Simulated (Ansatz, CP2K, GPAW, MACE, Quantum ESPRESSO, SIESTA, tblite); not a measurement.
## Amorphous Si (76 atoms) in CP2K

How do the settings of CP2K change the result for amorphous Si (76 atoms)? A plane-wave run serves as the yardstick.

Calculated with CP2K 2026.2; the method is named at each step.

## Step 1: Set-up

The cell holds 76 atoms: 76 Si. Its edges and angles: a = 11.521 Å, b = 11.521 Å, c = 11.521 Å, α = 90.0°, β = 90.0°, γ = 90.0°. 76 atoms (76 Si) placed at random at 2.32 g/cm³, melted at 3500 K for 10 ps at fixed volume with the Tersoff potential (Tersoff, Phys. Rev. B 39, 5566 (1989)). Quenched from 3100 K to 500 K at 10 K/ps and fixed volume, annealed at 900 K for 50 ps, held 5 ps. Then every atom was moved at random, 0.05 Å r.m.s. a Cartesian component.

The yardstick, on the same geometry:

```
method                 : Kohn-Sham DFT, PBE, PAW, plane waves (Ansatz 0.2.0); cutoff 420 eV, Γ point, fermi-dirac smearing of 0.05 eV; PAW set soft_2
r.m.s. force component : 0.9372 eV/Å
longest force          : 4.062 eV/Å
pressure               : 0.3203 GPa
SCF cycles             : 10
time                   : 5.6 s on 8 threads of Arm Neoverse V2, shared host
CPU time               : 40 s
```

## Step 2: PBE, DZVP-MOLOPT-SR, 350/50 Ry, diagonalisation

Method: Kohn-Sham DFT, PBE, GTH-PBE pseudopotentials, Gaussian and plane waves, DZVP-MOLOPT-SR-GTH, diagonalisation.

The input, input.inp:

```
&GLOBAL
  PROJECT cell
  RUN_TYPE ENERGY_FORCE
  PRINT_LEVEL LOW
&END GLOBAL
&FORCE_EVAL
  METHOD QS
  STRESS_TENSOR ANALYTICAL
  &DFT
    BASIS_SET_FILE_NAME BASIS_MOLOPT
    POTENTIAL_FILE_NAME GTH_POTENTIALS
    &MGRID
      CUTOFF 350
      REL_CUTOFF 50
    &END MGRID
    &QS
      EPS_DEFAULT 1.0E-12
    &END QS
    &SCF
      SCF_GUESS ATOMIC
      EPS_SCF 1.0E-06
      MAX_SCF 200
      ADDED_MOS 34
      &DIAGONALIZATION
        ALGORITHM STANDARD
      &END DIAGONALIZATION
      &SMEAR ON
        METHOD FERMI_DIRAC
        ELECTRONIC_TEMPERATURE [K] 580
      &END SMEAR
      &MIXING
        METHOD BROYDEN_MIXING
        ALPHA 0.15
        NBROYDEN 8
      &END MIXING
      &PRINT
        &RESTART OFF
        &END RESTART
      &END PRINT
    &END SCF
    &XC
      &XC_FUNCTIONAL PBE
      &END XC_FUNCTIONAL
    &END XC
    &PRINT
      &MULLIKEN ON
      &END MULLIKEN
      &LOWDIN ON
      &END LOWDIN
      &MO ON
        EIGENVALUES T
        OCCUPATION_NUMBERS T
        MO_INDEX_RANGE 141 164
        &EACH
          QS_SCF 0
        &END EACH
        ADD_LAST NUMERIC
      &END MO
    &END PRINT
  &END DFT
  &SUBSYS
    &CELL
      A 11.52060 0.00000 0.00000
      B 0.00000 11.52060 0.00000
      C 0.00000 0.00000 11.52060
    &END CELL
    &COORD
      SCALED
      Si 0.95701 0.28468 0.06126
      Si 0.64647 0.35974 0.10614
      Si 0.06832 0.06670 0.21606
      Si 0.29154 0.29325 0.07318
      Si 0.89395 0.31908 0.57108
      Si 0.69630 0.04936 0.04485
      Si 0.69014 0.29873 0.57404
      Si 0.49667 0.78593 0.74783
      Si 0.20752 0.58920 0.29692
      Si 0.21545 0.80556 0.58602
      Si 0.86617 0.62222 0.46359
      Si 0.82037 0.62499 0.80548
      Si 0.25420 0.20597 0.88646
      Si 0.12359 0.44056 0.73049
      Si 0.99454 0.05309 0.71800
      Si 0.28748 0.31547 0.69020
      Si 0.29734 0.91967 0.03723
      Si 0.02891 0.17016 0.90030
      Si 0.76855 0.55055 0.11277
      Si 0.96957 0.49935 0.04573
      Si 0.27863 0.87018 0.39314
      Si 0.52586 0.96978 0.15167
      Si 0.31464 0.35999 0.46351
      Si 0.66707 0.22668 0.77618
      Si 0.96487 0.77488 0.76669
      Si 0.21570 0.58304 0.86667
      Si 0.64703 0.38716 0.90889
      Si 0.33502 0.65814 0.70865
      Si 0.44005 0.71064 0.38167
      Si 0.54391 0.70111 0.92808
      Si 0.39573 0.13583 0.17497
      Si 0.45042 0.24918 0.34213
      Si 0.33604 0.49598 0.00274
      Si 0.06440 0.67376 0.95093
      Si 0.31915 0.07346 0.42938
      Si 0.98604 0.98935 0.03476
      Si 0.76860 0.21211 0.13249
      Si 0.11828 0.28340 0.40904
      Si 0.11729 0.26663 0.19231
      Si 0.57568 0.56528 0.39814
      Si 0.49170 0.98661 0.74765
      Si 0.73523 0.61469 0.61354
      Si 0.55284 0.84986 0.46975
      Si 0.79932 0.81414 0.25318
      Si 0.05469 0.47628 0.22964
      Si 0.31846 0.01784 0.85725
      Si 0.50354 0.50620 0.88747
      Si 0.66464 0.04703 0.83784
      Si 0.11093 0.81446 0.06748
      Si 0.64624 0.95157 0.31146
      Si 0.82209 0.87733 0.06330
      Si 0.76535 0.10935 0.31460
      Si 0.74789 0.71114 0.98864
      Si 0.49589 0.42536 0.25082
      Si 0.44794 0.78758 0.08315
      Si 0.01583 0.74347 0.57736
[... 16 atom lines left out ...]
      Si 0.01614 0.13989 0.52414
      Si 0.20650 0.13338 0.58376
      Si 0.67665 0.80963 0.62567
      Si 0.74718 0.62255 0.31320
    &END COORD
    &KIND Si
      BASIS_SET DZVP-MOLOPT-SR-GTH-q4
      POTENTIAL GTH-PBE-q4
    &END KIND
  &END SUBSYS
  &PRINT
    &FORCES ON
    &END FORCES
    &STRESS_TENSOR ON
    &END STRESS_TENSOR
  &END PRINT
&END FORCE_EVAL
```

Run with:

```bash
$ OMP_NUM_THREADS=2 cp2k.psmp -i input.inp > output.txt
```

Numbers of over 12 decimals in the logs are rounded to 6 here.

Log:

```text
CP2K| version string:                                       CP2K version 2026.2
 CP2K| Input file name                                                 input.inp
 GLOBAL| Basis set file name                                        BASIS_MOLOPT
 GLOBAL| Potential file name                                      GTH_POTENTIALS
 GLOBAL| Run type                                                   ENERGY_FORCE
 GLOBAL| Total number of message passing processes                             1
 GLOBAL| Number of threads for this process                                    2
 TOTAL NUMBERS AND MAXIMUM NUMBERS
  Total number of            - Atomic kinds:                                   1
                             - Atoms:                                         76
                             - Shell sets:                                    76
                             - Shells:                                       380
                             - Primitive Cartesian functions:                304
                             - Cartesian basis functions:                   1064
                             - Spherical basis functions:                    988
  Maximum angular momentum of- Orbital basis functions:                        2
                             - Local part of the GTH pseudopotential:          0
                             - Non-local part of the GTH pseudopotential:      2
 SCF PARAMETERS         Density guess:                                    ATOMIC
                        max_scf:                                             200
                        eps_scf:                                        1.00E-06
                        added MOs                                        34    0
                        Mixing method:                            BROYDEN_MIXING
                                                charge density mixing in g-space
                        Smear method:                                FERMI_DIRAC
                        Electronic temperature [K]:                        580.0
                        Electronic temperature [a.u.]:                  1.84E-03
                        Accuracy threshold:                             1.00E-10
 Extrapolation method: initial_guess
 Number of electrons:                                                        304
 Number of occupied orbitals:                                                152
 Number of molecular orbitals:                                               186
 Number of orbital functions:                                                988
 Number of independent orbital functions:                                    988
 SCF WAVEFUNCTION OPTIMIZATION
  Step     Update method      Time    Convergence         Total energy    Change
     1 NoMix/Diag. 0.15E+00    3.3     1.06221904      -302.4267516450 -3.02E+02
     2 Broy./Diag. 0.15E+00    4.3     0.06782802      -302.5491333209 -1.22E-01
     3 Broy./Diag. 0.15E+00    4.4     0.29081144      -299.2909362422  3.26E+00
     4 Broy./Diag. 0.15E+00    4.4     0.25989991      -299.0349170098  2.56E-01
     5 Broy./Diag. 0.15E+00    4.4     0.04451527      -298.5810621902  4.54E-01
     6 Broy./Diag. 0.15E+00    4.5     0.04244368      -298.3227040817  2.58E-01
     7 Broy./Diag. 0.15E+00    4.6     0.00178481      -298.2203254600  1.02E-01
[...]
16 Broy./Diag. 0.15E+00    4.6     0.00000390      -298.0679764496 -3.44E-04
    17 Broy./Diag. 0.15E+00    4.4     0.00000436      -298.0680655031 -8.91E-05
    18 Broy./Diag. 0.15E+00    4.5     0.00000085      -298.0680711999 -5.70E-06
  *** SCF run converged in    18 steps ***
  Electronic density on regular grids:       -303.9999999999        0.0000000001
  Core density on regular grids:              303.9999999994       -0.0000000006
  Total charge density on r-space grids:       -0.0000000005
  Total charge density g-space grids:          -0.0000000005
  Overlap energy of the core charge distribution:               2.2068e-09
  Self energy of the core charge distribution:               -779.607425
  Core Hamiltonian energy:                                    162.838384
  Hartree energy:                                             409.433218
  Exchange-correlation energy:                                -90.723929
  Electronic entropic energy:                                  -0.00832037
  Fermi energy:                                                 0.198766
  Total energy:                                              -298.068071
  Total energy (extrapolated to T->0):                       -298.063911
 MO| EIGENVALUES AND OCCUPATION NUMBERS
 MO|
 MO|  Index      Eigenvalue [a.u.]        Eigenvalue [eV]             Occupation
 MO|    141               0.160835               4.376540               2.000000
 MO|    142               0.164029               4.463443               2.000000
 MO|    143               0.166080               4.519272               2.000000
 MO|    144               0.170421               4.637392               2.000000
 MO|    145               0.173423               4.719082               1.999998
 MO|    146               0.174725               4.754510               1.999996
[...]
MO|    162               0.225562               6.137845               0.000001
 MO|    163               0.231121               6.289132               0.000000
 MO|    164               0.234852               6.390651               0.000000
 MO| Sum:                                                             304.000000
 MO| E(Fermi):            0.198766 a.u.          5.408689 eV
 !-----------------------------------------------------------------------------!
                     Mulliken Population Analysis
 #  Atom  Element  Kind  Atomic population                           Net charge
       1     Si       1          3.980624                              0.019376
       2     Si       1          3.980254                              0.019746
       3     Si       1          3.962855                              0.037145
       4     Si       1          4.006870                             -0.006870
       5     Si       1          3.919891                              0.080109
       6     Si       1          3.974083                              0.025917
[...]
# Total charge                            304.000000                  0.000000
 !-----------------------------------------------------------------------------!
 LOWDIN POPULATION ANALYSIS
 #  Atom  Element  Kind  Atomic population                           Net charge
[...]
74     Si       1          4.031770                             -0.031770
      75     Si       1          3.952238                              0.047762
      76     Si       1          4.021636                             -0.021636
 # Total charge                            304.000000                  0.000000
 ENERGY| Total FORCE_EVAL ( QS ) energy [hartree]           -298.068085
 FORCES| Atomic forces [hartree/bohr]
 FORCES|   Atom     x               y               z               |f|
 FORCES|      1 -4.43180088E-03 -2.33475422E-03  1.02059285E-03   5.11209801E-03
 FORCES|      2 -1.41462189E-02  4.60881059E-02  1.46343020E-02   5.03824553E-02
 FORCES|      3 -9.72531609E-03  3.72005554E-03 -2.90688365E-02   3.08774650E-02
 FORCES|      4 -7.85130814E-04 -4.39139526E-03 -1.11071273E-02   1.19695054E-02
 FORCES|      5  1.58070243E-02 -1.81751522E-02  3.94064265E-03   2.44075160E-02
 FORCES|      6 -1.83504351E-02 -3.67231024E-02 -1.17865489E-02   4.27112100E-02
[...]
FORCES|     74  2.08426991E-02  4.58238635E-03  2.22702114E-02   3.08444272E-02
 FORCES|     75 -4.54654423E-03 -3.47686158E-03  5.70413118E-03   8.08064004E-03
 FORCES|     76 -1.03666244E-02  7.41540150E-03 -5.08317545E-02   5.24053657E-02
 FORCES| Sum     1.88028339E-07  4.26930169E-07 -7.38089998E-09
 FORCES| Total atomic force                                       4.66560289E-07
 STRESS| Analytical stress tensor [bar]
 STRESS|                        x                   y                   z
 STRESS|      x        1.64256553119E+03  -5.84061371985E+03   1.23659967511E+04
 STRESS|      y       -5.84061371985E+03  -1.87352565544E+03   1.42488389166E+04
 STRESS|      z        1.23659967511E+04   1.42488389166E+04   4.53663768139E+03
 STRESS| 1/3 Trace                                             1.43522585238E+03
```

Wall time 94 s (2 threads of Arm Neoverse V2, shared host); peak memory 1.9 GiB.

Banners, paths, timers and routine set-up lines are dropped from the logs unmarked, and long logs keep their key lines alone; longer cuts are marked.

Against the reference:

| Property | Result |
| --- | --- |
| r.m.s. force component | 0.9492 eV/Å |
| r.m.s. difference of force components | 25.9 meV/Å |
| longest difference of force vectors | 93.6 meV/Å |
| force difference over r.m.s. force | 2.764 % |
| slope of forces against the reference's | 1.012 |
| correlation of force components | 0.9997 |
| pressure | 0.1435 GPa |
| pressure difference | -0.1768 GPa |

The surroundings of Si24, which has 3 bonded neighbours where the commonest count for Si is 4, nearest first, numbered as they follow in the input and with coordinates relative to it.

| atom | x | y | z | distance (Å) | bonds | Mulliken charge (e) | Fx | Fy | Fz (eV/Å) |
| --- | --- | --- | --- | --- | --- | --- | --- | --- | --- |
| Si24 | 0.00 | 0.00 | 0.00 | 0.00 | 3 | 0.15 | 0.18 | 2.21 | -1.00 |
| Si48 | -0.03 | -2.07 | 0.71 | 2.19 | 4 | -0.07 | 0.83 | -1.68 | 0.71 |
| Si27 | -0.23 | 1.85 | 1.53 | 2.41 | 4 | -0.05 | 2.47 | -1.78 | -0.17 |
| Si7 | 0.27 | 0.83 | -2.33 | 2.49 | 4 | -0.06 | 1.42 | 1.25 | 3.39 |
| Si41 | -2.02 | -2.77 | -0.33 | 3.44 | 4 | -0.07 | -0.50 | 0.27 | 1.46 |
| Si71 | 2.19 | 2.43 | 1.17 | 3.47 | 4 | -0.02 | -1.71 | 1.28 | 0.56 |
| Si65 | 3.36 | 1.02 | -0.05 | 3.51 | 4 | -0.07 | 0.49 | -0.14 | -1.48 |
| Si5 | 2.61 | 1.06 | -2.36 | 3.68 | 4 | 0.08 | 0.81 | -0.93 | 0.20 |
| Si6 | 0.34 | -2.04 | 3.10 | 3.72 | 4 | 0.03 | -0.94 | -1.89 | -0.61 |

Forces lie 2.8 % from the reference's, at 4.3 times its CPU time (on 2 against 8 cores).

## Step 3: GFN1-xTB, diagonalisation

Method: GFN1-xTB tight binding (the program's own implementation), diagonalisation.

The input, input.inp:

```
&GLOBAL
  PROJECT cell
  RUN_TYPE ENERGY_FORCE
  PRINT_LEVEL LOW
&END GLOBAL
&FORCE_EVAL
  METHOD QS
  STRESS_TENSOR ANALYTICAL
  &DFT
    &QS
      METHOD XTB
      &XTB
        GFN_TYPE 1
        DO_EWALD T
        CHECK_ATOMIC_CHARGES F
      &END XTB
    &END QS
    &SCF
      SCF_GUESS ATOMIC
      EPS_SCF 1.0E-06
      MAX_SCF 200
      ADDED_MOS 57
      &DIAGONALIZATION
        ALGORITHM STANDARD
      &END DIAGONALIZATION
      &SMEAR ON
        METHOD FERMI_DIRAC
        ELECTRONIC_TEMPERATURE [K] 580
      &END SMEAR
      &MIXING
        METHOD BROYDEN_MIXING
        ALPHA 0.15
        NBROYDEN 8
      &END MIXING
      &PRINT
        &RESTART OFF
        &END RESTART
      &END PRINT
    &END SCF
    &PRINT
      &MULLIKEN ON
      &END MULLIKEN
    &END PRINT
  &END DFT
  &SUBSYS
    &CELL
      A 11.52060 0.00000 0.00000
      B 0.00000 11.52060 0.00000
      C 0.00000 0.00000 11.52060
    &END CELL
    &COORD
      SCALED
[... 76 atom lines left out: the same atoms as in the first run ...]
    &END COORD
  &END SUBSYS
  &PRINT
    &FORCES ON
    &END FORCES
    &STRESS_TENSOR ON
    &END STRESS_TENSOR
  &END PRINT
&END FORCE_EVAL
```

Run with:

```bash
$ OMP_NUM_THREADS=1 cp2k.psmp -i input.inp > output.txt
```

Log:

```text
CP2K| version string:                                       CP2K version 2026.2
 CP2K| Input file name                                                 input.inp
 GLOBAL| Basis set file name                                           BASIS_SET
 GLOBAL| Potential file name                                           POTENTIAL
[... lines left out ...]
                        Smear method:                                FERMI_DIRAC
[... lines left out ...]
 Number of electrons:                                                        304
[... lines left out ...]
  Step     Update method      Time    Convergence         Total energy    Change
[... lines left out ...]
  *** SCF run converged in   161 steps ***
[... lines left out ...]
  Fermi energy:                                                -0.394303
  Total energy:                                              -138.847097
  Total energy (extrapolated to T->0):                       -138.842519
[... lines left out ...]
 ENERGY| Total FORCE_EVAL ( QS ) energy [hartree]           -138.847097
[... lines left out ...]
 FORCES|      1 -7.75723660E-03 -9.14580954E-04  1.10683112E-03   7.88899570E-03
 FORCES|      2 -2.14470167E-02  4.58839531E-02  2.27076793E-02   5.55063093E-02
 FORCES|      3 -1.11232504E-02  7.47920318E-03 -3.39972033E-02   3.65441516E-02
[...]
FORCES|     75 -5.42824383E-04 -8.30634291E-04  8.14196644E-03   8.20220880E-03
 FORCES|     76 -1.66419781E-02  3.99381487E-03 -6.22032534E-02   6.45147327E-02
 FORCES| Sum    -3.42434414E-15 -3.16587034E-16  1.02903797E-14
 FORCES| Total atomic force                                       1.08498052E-14
 STRESS| Analytical stress tensor [bar]
 STRESS|                        x                   y                   z
 STRESS|      x        7.23088634581E+04  -8.79547549078E+03   1.22394009248E+04
 STRESS|      y       -8.79547549078E+03   7.47691226264E+04   1.58624027898E+04
 STRESS|      z        1.22394009248E+04   1.58624027898E+04   7.32992009972E+04
 STRESS| 1/3 Trace                                             7.34590623606E+04
```

It took 31 s on 1 thread; peak memory 0.28 GiB.

Numbers from this run, and their distance from the reference:

| Quantity | Value |
| --- | --- |
| r.m.s. force component | 1.119 eV/Å |
| r.m.s. difference of force components | 287.3 meV/Å |
| longest difference of force vectors | 1734 meV/Å |
| force difference over r.m.s. force | 30.66 % |
| slope of forces against the reference's | 1.165 |
| correlation of force components | 0.9763 |
| pressure | 7.346 GPa |
| pressure difference | 7.026 GPa |

Against the first run (2.8 %), the force difference from the reference is 31 %, at 0.18 times the CPU time (on 1 against 2 cores) (161 SCF steps against 18); the model has changed, so this is no error of the program alone.

[end of part 1 of 4]

[Also dropped from logs without a mark: logging warnings of Python, and SIESTA's first energy breakdown and zero terms.]

[Logs are printed without paths, hosts, clocks, repeated set-up lines and the standing remarks that a program may print on its own settings, such as how far it seeks lower states.]

[Hosts, paths, dates, database ids (printed as entryN), source tags and the programs' standing remarks are cut or masked in the printed files.]
